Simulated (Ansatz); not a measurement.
# Relaxing h-BP hexagonal flake, H-capped, Sb on P sites (60 atoms)

Aim: bring h-BP hexagonal flake, H-capped, Sb on P sites (60 atoms) to a nearby minimum of the energy and see what moves.

Program: Ansatz 0.2.0. Level of theory: Kohn-Sham DFT, PBE, PAW (set soft_2), plane waves. Results are calculated unless marked as measured.

This is a report of a sequence of runs, with most program output left out.

## 1. Set-up

The cell holds 60 atoms: 15 P, 21 B, 6 Sb and 18 H. Cell: a = 27.436 Å, b = 25.300 Å, c = 10.000 Å, α = 90.0°, β = 90.0°, γ = 90.0°. It derives from BP (h-BP). h-BP (a = 3.21 Å), rectangular cell with x along the armchair direction; hexagon of inner radius 7.5 Å, edges capped with H, 10 Å of vacuum, 6 of 21 P replaced by Sb at random; not relaxed, displaced by a Gaussian of 0.02 Å. Regions: sheet, 42 atoms (15 P, 21 B and 6 Sb); hydrogen, 18 atoms (18 H). Vacuum lies along a, b and c.

Limits known from the start: No spin–orbit coupling is included, so levels derived from the heavy atoms are approximate.

## 2. Single point at the start

The forces at the start show how far the geometry lies from a minimum of this functional.

File input.yaml:

```yaml
crystal:
  lattice:
    - [27.43635, 0.0, 0.0]
    - [0.0, 25.29951, 0.0]
    - [0.0, 0.0, 10.0]
  atoms:
    - { symbol: P, position: [0.26018, 0.4359, 0.5002] }
    - { symbol: B, position: [0.22412, 0.50008, 0.49982] }
    - { symbol: P, position: [0.25983, 0.56509, 0.5007] }
    - { symbol: B, position: [0.32683, 0.31102, 0.49958] }
    - { symbol: Sb, position: [0.36035, 0.24524, 0.49955], spin: 0.6 }
    - { symbol: B, position: [0.42849, 0.2467, 0.50004] }
    - { symbol: Sb, position: [0.46245, 0.30905, 0.50246] }
    - { symbol: B, position: [0.32748, 0.43438, 0.49891] }
[... 48 atom lines left out ...]
    - { symbol: H, position: [0.65261, 0.79424, 0.50021] }
    - { symbol: H, position: [0.75359, 0.39641, 0.49973] }
    - { symbol: H, position: [0.75296, 0.60486, 0.49804] }
    - { symbol: H, position: [0.81726, 0.50011, 0.50249] }
magnetization:
  spin_polarized: true
kpoints:
  mp_grid: { grid: [1, 1, 1] }
hamiltonian:
  xc: pbe
scf:
  occupations: { method: fermi_dirac, width: 0.05 }
  lower_state_search: "off"
output:
  forces: true
  populations: true
  dos:
    method: { smearing: { sigma: 0.1 } }
    de: 0.1
    projected:
      site_lists:
        B: [B]
        H: [H]
        P: [P]
        Sb: [Sb]
        sheet: [0, 1, 2, 3, 4, 5, 6, 7, 8, 9, 10, 11, 12, 13, 14, 15, 16, 17, 18, 19, 20, 21, 22, 23, 24, 25, 26, 27, 28, 29, 30, 31, 32, 33, 34, 35, 36, 37, 38, 39, 40, 41]
        hydrogen: [42, 43, 44, 45, 46, 47, 48, 49, 50, 51, 52, 53, 54, 55, 56, 57, 58, 59]
  eigenvalues: true
```

Started as:

```sh
$ ansatz run input.yaml --threads 4 --pin off --max-ram 8192MiB --backend cpu --events-out ev --progress --plain --runs-dir out
```

Wall time 2.9 min (4 threads of Arm Neoverse V2, shared host); peak memory 6.3 GiB.

The program notes that starting moments were not kept and it cut back its work space to fit the memory limit.

The run gave:

```
free energy                                      : -53772.6084 eV
free energy per atom                             : -896.2101 eV/atom
SCF cycles                                       : 19
r.m.s. force component                           : 2.161 eV/Å
longest force                                    : 12.11 eV/Å
Fermi energy                                     : -3.007 eV
gap (highest filled to lowest empty level) : 1.575 eV
spilling of the projection                       : 0.01131
```

The r.m.s. force component of 2.2 eV/Å sets the starting point.

Length of the force by element:

| element | coordination | atoms | mean length of the force (eV/Å) | spread | least | most |
| --- | --- | --- | --- | --- | --- | --- |
| B | all | 21 | 4.33 | 3.56 | 0.401 | 12.1 |
| H | all | 18 | 1.32 | 2.21 | 0.121 | 8.10 |
| P | all | 15 | 1.35 | 0.517 | 0.745 | 2.61 |
| Sb | all | 6 | 2.02 | 1.02 | 1.07 | 4.17 |

## 3. Relaxation

With the cell held, the atoms are moved downhill towards a nearby minimum.

input.yaml, the sections that differ from step 2:

```yaml
output:
  forces: true
relax:
  f_tol: 0.05
  max_steps: 76
# crystal, magnetization, kpoints, hamiltonian, scf: as in step 2
```

Wall time 18 min (4 threads); peak memory 6.2 GiB.

Step by step:

| step | energy less that of the first step (eV) | largest force component (eV/Å) |
| --- | --- | --- |
| 1 | 0.0000 | 10.5500 |
| 2 | -9.9253 | 4.0988 |
| 3 | -14.2040 | 1.1296 |
| 4 | -15.7365 | 0.5236 |
| 5 | -16.5833 | 0.2306 |
| 6 | -16.9233 | 0.2934 |
| 7 | -17.0458 | 0.4004 |
| 8 | -17.1299 | 0.4459 |
| 9 | -17.2081 | 0.3479 |
| 10 | -17.2504 | 0.6105 |
| 11 | -17.3429 | 0.3866 |
| 12 | -17.4089 | 0.1086 |
| 13 | -17.4696 | 0.1571 |
| 14 | -17.5004 | 0.2476 |
| 15 | -17.5035 | 0.2574 |
| 16 | -17.5409 | 0.1999 |
| 17 | -17.5559 | 0.1105 |
| 18 | -17.5622 | 0.1102 |
| 19 | -17.5654 | 0.1729 |
| 20 | -17.5677 | 0.1003 |
| 21 | -17.5701 | 0.0114 |
| 22 | -17.5701 | 0.0114 |

The atoms that moved most (Å):

| atom | dx | dy | dz | length |
| --- | --- | --- | --- | --- |
| Sb35 | 0.057 | 0.008 | 1.099 | 1.101 |
| Sb9 | -0.391 | -0.171 | 0.965 | 1.055 |
| Sb7 | 0.037 | -0.324 | 0.986 | 1.039 |
| H47 | -0.120 | -0.307 | -0.954 | 1.009 |
| Sb38 | 0.116 | 0.512 | 0.737 | 0.905 |
| Sb5 | -0.348 | -0.611 | 0.385 | 0.802 |
| H54 | -0.009 | 0.225 | -0.750 | 0.783 |
| Sb31 | -0.058 | 0.030 | -0.754 | 0.757 |

The relaxation changed the energy by -293 meV/atom, and atoms moved by 0.51 Å r.m.s., 1.1 Å at most.

## 4. Local order after relaxation

Bonds before and after, by the cutoffs listed below:

| pair | bonds before | bonds after | mean before (Å) | mean after (Å) | spread before (Å) | spread after (Å) |
| --- | --- | --- | --- | --- | --- | --- |
| B-H | 9 | 9 | 1.194 | 1.196 | 0.022 | 0.002 |
| B-P | 38 | 38 | 1.856 | 1.854 | 0.031 | 0.021 |
| B-Sb | 16 | 16 | 1.855 | 2.187 | 0.033 | 0.015 |
| H-P | 7 | 7 | 1.428 | 1.412 | 0.034 | 0.002 |
| H-Sb | 2 | 2 | 1.416 | 1.715 | 0.016 | 0.001 |

Normalised to the volume that the atoms fill. Pair distribution functions g(r), in bins of 0.2 Å:

| r (Å) | total | B-B | B-H | B-P | B-Sb | H-H | H-P |
| --- | --- | --- | --- | --- | --- | --- | --- |
| 1.10 | 2.07 | 0.00 | 9.85 | 0.00 | 0.00 | 0.00 | 0.00 |
| 1.30 | 0.00 | 0.00 | 0.00 | 0.00 | 0.00 | 0.00 | 0.00 |
| 1.50 | 1.09 | 0.00 | 0.00 | 0.00 | 0.00 | 0.00 | 7.30 |
| 1.70 | 0.21 | 0.00 | 0.00 | 0.00 | 0.00 | 0.00 | 0.00 |
| 1.90 | 3.51 | 0.00 | 0.00 | 20.04 | 0.00 | 0.00 | 0.00 |
| 2.10 | 0.88 | 0.00 | 0.00 | 0.00 | 12.45 | 0.00 | 0.00 |
| 2.30 | 0.31 | 0.00 | 0.00 | 0.00 | 2.75 | 1.28 | 0.00 |
| 2.50 | 0.00 | 0.00 | 0.00 | 0.00 | 0.00 | 0.00 | 0.00 |
| 2.70 | 1.25 | 0.00 | 2.79 | 0.00 | 0.00 | 0.92 | 3.88 |
| 2.90 | 0.29 | 0.00 | 0.00 | 0.00 | 0.00 | 1.21 | 0.00 |
| 3.10 | 0.98 | 1.55 | 0.96 | 0.00 | 0.00 | 2.92 | 0.00 |
| 3.30 | 1.34 | 6.17 | 0.27 | 0.00 | 0.00 | 0.33 | 0.77 |
| 3.50 | 0.91 | 1.67 | 0.38 | 0.28 | 0.00 | 0.60 | 0.36 |
| 3.70 | 0.86 | 1.19 | 0.55 | 2.24 | 0.32 | 0.00 | 0.16 |
| 3.90 | 0.35 | 0.00 | 0.00 | 1.18 | 1.48 | 0.00 | 0.28 |
| 4.10 | 0.10 | 0.00 | 0.00 | 0.22 | 0.84 | 0.00 | 0.00 |
| 4.30 | 0.41 | 0.00 | 1.06 | 0.10 | 1.01 | 0.00 | 0.67 |
| 4.50 | 0.11 | 0.00 | 0.07 | 0.00 | 0.00 | 0.00 | 0.65 |
| 4.70 | 0.09 | 0.00 | 0.28 | 0.00 | 0.00 | 0.00 | 0.10 |
| 4.90 | 0.58 | 0.00 | 0.31 | 2.19 | 0.00 | 0.00 | 0.70 |
| 5.10 | 0.32 | 0.00 | 0.23 | 0.57 | 1.71 | 0.00 | 0.08 |
| 5.30 | 0.37 | 0.00 | 0.27 | 0.85 | 1.14 | 0.50 | 0.23 |
| 5.50 | 0.32 | 0.59 | 0.15 | 0.00 | 0.45 | 0.48 | 0.14 |
| 5.70 | 0.42 | 1.21 | 0.19 | 0.00 | 0.28 | 0.54 | 0.00 |
| 5.90 | 0.29 | 0.90 | 0.26 | 0.00 | 0.00 | 0.30 | 0.31 |
| 6.10 | 0.15 | 0.07 | 0.20 | 0.00 | 0.00 | 0.00 | 0.17 |
| 6.30 | 0.19 | 0.26 | 0.27 | 0.00 | 0.00 | 0.17 | 0.27 |
| 6.50 | 0.26 | 0.61 | 0.21 | 0.09 | 0.00 | 0.00 | 0.30 |

Bonds by pair of elements; cutoffs follow the first minimum of g(r), held within bounds set by covalent radii, and pairs that aren't listed don't count as bonded (cutoffs were set anew for this text, so counts can differ from the run's own analysis):

| pair A-B | cutoff (Å) | bonds | mean length (Å) | spread (Å) | shortest (Å) | B about A | A about B |
| --- | --- | --- | --- | --- | --- | --- | --- |
| B-H | 1.44 | 9 | 1.20 | 0.002 | 1.19 | 0.429 | 0.5 |
| B-P | 2.27 | 38 | 1.85 | 0.021 | 1.82 | 1.81 | 2.53 |
| B-Sb | 2.62 | 16 | 2.19 | 0.015 | 2.16 | 0.762 | 2.67 |
| H-P | 1.73 | 7 | 1.41 | 0.002 | 1.41 | 0.389 | 0.467 |
| H-Sb | 2.12 | 2 | 1.72 | 0.001 | 1.71 | 0.111 | 0.333 |

How many atoms have how many bonded neighbours:

| element | mean | 1 | 3 |
| --- | --- | --- | --- |
| B | 3 | 0 | 21 |
| H | 1 | 18 | 0 |
| P | 3 | 0 | 15 |
| Sb | 3 | 0 | 6 |

Bond angles, per cent of each kind in bins of 5°:

| angle (°) | B-P-B | P-B-P | P-B-Sb | B-Sb-B | B-P-H |
| --- | --- | --- | --- | --- | --- |
| 100–105 | 0.0 | 0.0 | 0.0 | 14.3 | 0.0 |
| 105–110 | 0.0 | 0.0 | 0.0 | 35.7 | 0.0 |
| 110–115 | 0.0 | 8.7 | 5.9 | 50.0 | 42.9 |
| 115–120 | 45.2 | 52.2 | 41.2 | 0.0 | 57.1 |
| 120–125 | 48.4 | 30.4 | 47.1 | 0.0 | 0.0 |
| 125–130 | 6.5 | 8.7 | 5.9 | 0.0 | 0.0 |

Bond angles (no mean is given where the spread exceeds 20°):

| angle | count | mean (°) | spread (°) |
| --- | --- | --- | --- |
| B-P-B | 31 | 121 | 2.5 |
| P-B-P | 23 | 120 | 3.3 |
| P-B-Sb | 17 | 120 | 2.9 |
| B-Sb-B | 14 | 109 | 2.9 |
| B-P-H | 14 | 116 | 1.5 |

With the cutoffs above, all B atoms have 3, all H atoms have 1, all P atoms have 3 and all Sb atoms have 3 bonded neighbours. The B-P-B angle averages 121° with a spread of 2°.

## 5. Single point at the relaxed geometry

The electronic structure is read at the final geometry, in a run of its own.

File input.yaml:

```yaml
crystal:
  lattice:
    - [27.43635, 0.0, 0.0]
    - [0.0, 25.29951, 0.0]
    - [0.0, 0.0, 10.0]
  atoms:
    - { symbol: P, position: [0.25177, 0.44567, 0.47322] }
    - { symbol: B, position: [0.21937, 0.50911, 0.46644] }
    - { symbol: P, position: [0.25898, 0.56677, 0.44298] }
    - { symbol: B, position: [0.31385, 0.29829, 0.50705] }
    [... 50 atom lines left out ...]
    - { symbol: H, position: [0.71432, 0.69029, 0.43185] }
    - { symbol: H, position: [0.54289, 0.81432, 0.45285] }
    - { symbol: H, position: [0.66078, 0.79272, 0.43723] }
    - { symbol: H, position: [0.75867, 0.39393, 0.50136] }
    - { symbol: H, position: [0.76308, 0.60227, 0.52525] }
    - { symbol: H, position: [0.81917, 0.49602, 0.52338] }
magnetization:
  spin_polarized: true
kpoints:
  mp_grid: { grid: [1, 1, 1] }
hamiltonian:
  xc: pbe
scf:
  occupations: { method: fermi_dirac, width: 0.05 }
  lower_state_search: "off"
output:
  forces: true
  populations: true
  dos:
    method: { smearing: { sigma: 0.08 } }
    de: 0.1
    projected:
      site_lists:
        B: [B]
        H: [H]
        P: [P]
        Sb: [Sb]
        sheet: [0, 1, 2, 3, 4, 5, 6, 7, 8, 9, 10, 11, 12, 13, 14, 15, 16, 17, 18, 19, 20, 21, 22, 23, 24, 25, 26, 27, 28, 29, 30, 31, 32, 33, 34, 35, 36, 37, 38, 39, 40, 41]
        hydrogen: [42, 43, 44, 45, 46, 47, 48, 49, 50, 51, 52, 53, 54, 55, 56, 57, 58, 59]
  eigenvalues: true
  write_density: true
  write_potential: true
  volumetric_format: npy
```

Elapsed: 2.4 min, on 4 threads; peak memory 6.3 GiB; 9.3 min of CPU time.

The program notes that the exchange-correlation potential is rough where the density is thin.

The run gave:

| Quantity | Value |
| --- | --- |
| free energy | -53790.1785 eV |
| free energy per atom | -896.5030 eV/atom |
| SCF cycles | 18 |
| r.m.s. force component | 0.00377 eV/Å |
| longest force | 0.0157 eV/Å |
| Fermi energy | -3.264 eV |
| gap (highest filled to lowest empty level) | 1.509 eV |
| spilling of the projection | 0.01065 |

Löwdin charges by element (they lack the spilled electrons, 0.044 e an atom on average):

| element | coordination | atoms | mean charge (e) | spread | least | most |
| --- | --- | --- | --- | --- | --- | --- |
| B | all | 21 | -0.531 | 0.0628 | -0.640 | -0.449 |
| H | all | 18 | 0.0587 | 0.0509 | -0.0671 | 0.109 |
| P | all | 15 | 0.577 | 0.0585 | 0.496 | 0.640 |
| Sb | all | 6 | 0.675 | 0.0744 | 0.552 | 0.735 |

By region:

| region | atoms | mean length of the force (eV/Å) |
| --- | --- | --- |
| sheet | 42 | 0.006 |
| hydrogen | 18 | 0.004 |

Density of states as counts of states in windows of 1 eV (from the Fermi level), total and the larger projections:

| from (eV) | to (eV) | total up | total down | sheet | B p | P p | Sb p | H s |
| --- | --- | --- | --- | --- | --- | --- | --- | --- |
| -14 | -13 | 2.5 | 2.5 | 4.7 | 0.4 | 0.1 | 0.0 | 0.2 |
| -13 | -12 | 5.9 | 5.9 | 10.8 | 1.9 | 0.5 | 0.1 | 0.8 |
| -12 | -11 | 6.6 | 6.6 | 12.3 | 3.3 | 0.5 | 0.1 | 0.9 |
| -11 | -10 | 2.8 | 2.8 | 5.3 | 1.1 | 0.3 | 0.1 | 0.3 |
| -10 | -9 | 3.2 | 3.2 | 6.0 | 1.3 | 0.3 | 0.1 | 0.4 |
| -9 | -8 | 4.1 | 4.1 | 7.1 | 0.7 | 3.3 | 0.1 | 0.8 |
| -8 | -7 | 8.0 | 8.0 | 13.3 | 1.7 | 5.4 | 0.9 | 2.3 |
| -7 | -6 | 6.0 | 6.0 | 9.4 | 2.4 | 3.8 | 0.6 | 2.3 |
| -6 | -5 | 6.6 | 6.6 | 10.5 | 4.7 | 3.3 | 0.7 | 2.5 |
| -5 | -4 | 11.0 | 11.0 | 18.7 | 8.6 | 7.3 | 1.6 | 3.1 |
| -4 | -3 | 12.8 | 12.8 | 22.8 | 11.3 | 8.3 | 2.5 | 2.4 |
| -3 | -2 | 11.2 | 11.2 | 21.4 | 9.6 | 7.0 | 4.3 | 0.8 |
| -2 | -1 | 10.1 | 10.1 | 19.8 | 6.6 | 7.7 | 4.8 | 0.2 |
| -1 | 0 | 2.2 | 2.2 | 4.4 | 0.8 | 1.8 | 1.6 | 0.0 |
| 0 | 1 | 2.6 | 2.6 | 5.0 | 4.3 | 0.2 | 0.3 | 0.0 |
| 1 | 2 | 8.2 | 8.2 | 15.1 | 10.9 | 2.5 | 1.0 | 0.2 |
| 2 | 3 | 7.5 | 7.5 | 12.2 | 6.1 | 3.2 | 0.7 | 1.1 |
| 3 | 4 | 16.2 | 16.2 | 17.4 | 5.1 | 3.3 | 3.1 | 3.3 |

The curve was stored every 0.100 eV, coarse against its broadening of 0.08 eV, so these counts are rough.

The stored curve holds about 186 of the 246 electrons; the rest, give or take the few that broadening carries across the Fermi level, lie in deeper levels below its range.

The levels nearest the highest filled one (over half full), pooled over k-points and spins:

| level less the highest filled one (eV) | occupation |
| --- | --- |
| -0.257 | 1 |
| -0.257 | 1 |
| -0.134 | 1 |
| -0.134 | 1 |
| 0 | 1 |
| 0 | 1 |
| 1.51 | 0 |
| 1.51 | 0 |
| 1.60 | 0 |
| 1.60 | 0 |
| 1.76 | 0 |
| 1.76 | 0 |

Valence density in the ab plane at fractional z = 0.520, with atoms of B and Sb and P and H within 0.2 Å of it. It is the smooth field of the valence electrons, not physical close to the nuclei.

Ten steps, logarithmic in the rise over the least value, from '0' (0.0 e/Å³) to '9' (2.2 e/Å³), each cell a mean:
```
00000000000000000000000000000000000000000000
00000000000000000000000000000000000000000000
00000000000000000000000000000000000000000000
01110001223221100000000000000000000000000000
56874213467775444443210000000000000000000000
77864323568997777665321000000000000000000000
77876666666654556777654210000000000000000000
57766777666543345776665421000000000000000000
77765434456666677777542223321000000000000000
77876656666655566787655568874200000000000000
57766777777543345776677777764210000000000000
77775445666665566776544577767775310000000000
77776545566655556776655577767775310000000000
57766777777543345777777777753210000000000000
67776555677767666766544567753100000000000000
66654334577767666665432222210000000000000000
45677666777764334666543210000000000000000000
66776555567776776665431100000000000000000000
77765321357776776666421000000000000000000000
56764211246754222333210000000000000000000000
01111000001100000000000000000000000000000000
00000000000000000000000000000000000000000000
00000000000000000000000000000000000000000000
00000000000000000000000000000000000000000000
```
Columns run along a (16.0 Å, from fractional 0.42 to 1.00 of the cell), rows up along b (25.3 Å). Atoms in or near the plane, at fractional coordinates: B at (0.43, 0.23), P at (0.46, 0.43), B at (0.42, 0.50), P at (0.46, 0.56), B at (0.43, 0.63), P at (0.46, 0.69), B at (0.42, 0.76), B at (0.54, 0.30), P at (0.58, 0.24), P at (0.56, 0.37), B at (0.52, 0.56), B at (0.64, 0.63), P at (0.67, 0.69), B at (0.74, 0.56) and more.

Electrostatic potential energy in the ab plane at fractional z = 0.520, with atoms of B and Sb and P and H within 0.2 Å of it. With pseudopotentials it is smooth inside the atoms' cores, unlike the true potential.

Ten even steps from '0' (-54 eV) to '9' (1 eV), each cell a mean:
```
99999999999999999999999999999999999999999999
99999999999999999999999999999999999999999999
99999999999999999999999999999999999999999999
99999999999999999999999999999999999999999999
99999955999998766789999999999999999999999999
12673137999997544578535899999999999999999999
45787554468866788999865457999999999999999999
88999730037744789999862004899999999999999999
01573237899998766788423689999999999999999999
45786555679877777898655567888745999999999999
89999720037511589999973002751148999999999999
13674347889988777898646788998522377799999999
34785456789988878899766778987533477799999999
99999720027511589999974015751269999999999999
78987666789877433588667889998758999999999999
67887678999997422488778899999999999999999999
99999976568861148999988788999999999999999999
78998777778987653247766899999999999999999999
44773027999999842247766899999999999999999999
67899888999999868999999999999999999999999999
99999999999999999999999999999999999999999999
99999999999999999999999999999999999999999999
99999999999999999999999999999999999999999999
99999999999999999999999999999999999999999999
```
Columns run along a (16.0 Å, from fractional 0.36 to 0.94 of the cell; values clipped at the 3rd and 97th percentile), rows up along b (25.3 Å). Atoms in or near the plane, at fractional coordinates: B at (0.43, 0.23), P at (0.46, 0.43), B at (0.42, 0.50), P at (0.46, 0.56), B at (0.43, 0.63), P at (0.46, 0.69), B at (0.42, 0.76), B at (0.54, 0.30), P at (0.58, 0.24), P at (0.56, 0.37), B at (0.52, 0.56), B at (0.64, 0.63), P at (0.67, 0.69), B at (0.74, 0.56) and more.

Mean Löwdin charges: B -0.53, H +0.06, P +0.58, Sb +0.67 e (they miss 1.1 % of the electrons, so they add up to more than the cell's charge). The largest share in the top eV of filled states is P p (41 % of the projected weight), and in the lowest eV of empty states B p (77 % of the projected weight).

Local excerpt of 8 atoms (numbers count through the whole input) about H56, whose charge lies farthest from its element's mean; x, y, z are measured from there.

| atom | x | y | z | distance (Å) | bonds | Löwdin charge (e) |
| --- | --- | --- | --- | --- | --- | --- |
| H56 | 0.00 | 0.00 | 0.00 | 0.00 | 1 | -0.07 |
| Sb38 | 0.65 | -0.99 | 1.24 | 1.72 | 3 | 0.55 |
| H51 | -2.67 | -0.41 | 0.67 | 2.78 | 1 | 0.10 |
| B39 | 2.61 | -1.46 | 0.31 | 3.00 | 3 | -0.46 |
| B34 | -0.49 | -2.88 | 1.05 | 3.10 | 3 | -0.58 |
| H57 | 3.23 | -0.55 | -0.16 | 3.28 | 1 | 0.10 |
| B21 | -3.26 | -1.45 | 0.62 | 3.62 | 3 | -0.45 |
| P19 | -2.32 | -3.04 | 0.83 | 3.91 | 3 | 0.62 |

The column of bonds counts only the pairs B-H within 1.44 Å, B-P within 2.27 Å, B-Sb within 2.62 Å, H-P within 1.73 Å, H-Sb within 2.12 Å; other neighbours, such as metal atoms beside each other in a compound, aren't counted, and periodic images can show an atom twice.

## 6. Outcome

```json
{
 "energy change in the relaxation": "-292.8 meV/atom",
 "r.m.s. displacement": "0.509 Å",
 "largest displacement": "1.101 Å",
 "free energy per atom": "-896.5030 eV/atom",
 "r.m.s. force component": "0.00377 eV/Å",
 "gap (highest filled to lowest empty level)": "1.509 eV",
 "wall time of the 3 DFT runs": "23 min"
}
```

What this shows: Relaxation lowers the energy by 293 meV/atom and moves atoms by 0.51 Å r.m.s.; the r.m.s. force component goes from 2.2 to 0.0038 eV/Å, and the gap from 1.57 to 1.51 eV. By the final cutoffs no bond was broken or made. First to last step the energy falls by 17.570 eV; the largest move, 1.10 Å, is that of Sb35. The B-Sb bonds go from 1.855 Å (spread 0.033) to 2.187 Å (spread 0.015). With the cutoffs above, all B atoms have 3, all H atoms have 1, all P atoms have 3 and all Sb atoms have 3 bonded neighbours. Filled and empty levels are parted by 1.51 eV (at Γ alone); a semilocal functional tends to put such gaps too low.

**Limits.** In the spin-polarised runs the search for a state of lower energy was switched off. The run was spin polarised, started with 2 parallel moments, ending at 0.0 μB in the cell; the starting moments vanished.

[Logs are printed without paths, hosts, clocks, repeated set-up lines and the standing remarks that a program may print on its own settings, such as how far it seeks lower states.]

[Hosts, paths, dates, database ids (printed as entryN), source tags and the programs' standing remarks are cut or masked in the printed files.]
